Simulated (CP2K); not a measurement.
1,3-dioxolane has these distinct C atoms: C1 (bonded to C, O and 2 H) and C4 (bonded to 2 O and 2 H).

```xyz
11

C    -0.4048    1.0170    0.0967
C    -1.0143   -0.3753    0.1407
O     0.1316   -1.1976    0.4378
C     1.2436   -0.5601   -0.2036
O     0.8589    0.7798   -0.5577
H    -0.2519    1.4179    1.1141
H    -0.9644    1.7401   -0.5086
H    -1.4548   -0.6514   -0.8336
H    -1.7512   -0.5260    0.9383
H     2.0833   -0.5639    0.5121
H     1.5241   -1.0805   -1.1361
```

Their partial C K spectra (CP2K XAS_TDP, all-electron GAPW, PBEh(45%), aug-cc-pVDZ, TDA, GW2X-corrected core level, no relativity) are given in random order, each times the number of alike atoms.

Gaussian full width 0.5 eV, oscillator strength per eV, alike atoms added, rows of zeros left out:

```tsv
E (eV)	curve 1	curve 2
291.00	0.000	0.004
291.25	0.000	0.042
291.50	0.000	0.129
291.75	0.000	0.151
292.00	0.000	0.117
292.25	0.004	0.088
292.50	0.041	0.030
292.75	0.121	0.012
293.00	0.094	0.021
293.25	0.034	0.034
293.50	0.044	0.042
293.75	0.032	0.023
294.00	0.022	0.017
294.25	0.026	0.059
294.50	0.019	0.136
294.75	0.014	0.136
295.00	0.018	0.047
295.25	0.032	0.009
295.50	0.046	0.009
295.75	0.052	0.017
296.00	0.043	0.019
296.25	0.017	0.011
296.50	0.016	0.006
296.75	0.022	0.018
297.00	0.014	0.043
297.25	0.008	0.042
297.50	0.007	0.025
297.75	0.004	0.012
298.00	0.004	0.006
298.25	0.003	0.010
298.50	0.005	0.015
298.75	0.006	0.020
299.00	0.002	0.039
299.25	0.003	0.030
```

Q: Which curve belongs to which atom?

Curve 1: C4 (bonded to 2 O and 2 H), leading line at 292.81 eV (f = 0.047 an atom), ionisation energy 294.95 eV, term value 2.14 eV. Curve 2: C1 (bonded to C, O and 2 H), leading line at 291.54 eV (f = 0.027 an atom), ionisation energy 293.75 eV, term value 2.21 eV. The leading line of an atom is its first one with 35 % of the strongest within 2.5 eV of its lowest line over the strength cut. A line lies at the core ionisation energy, which rises as an atom loses charge to its neighbours or to a π system, less the term value, which is large for a low π* or σ* orbital with weight on that atom.

[Banner, clock and machine lines of the logs are left out without a mark of their own.]

[Logs are printed without paths, hosts, clocks, repeated set-up lines and the standing remarks that a program may print on its own settings, such as how far it seeks lower states.]

[Hosts, paths, dates, database ids (printed as entryN), source tags and the programs' standing remarks are cut or masked in the printed files.]
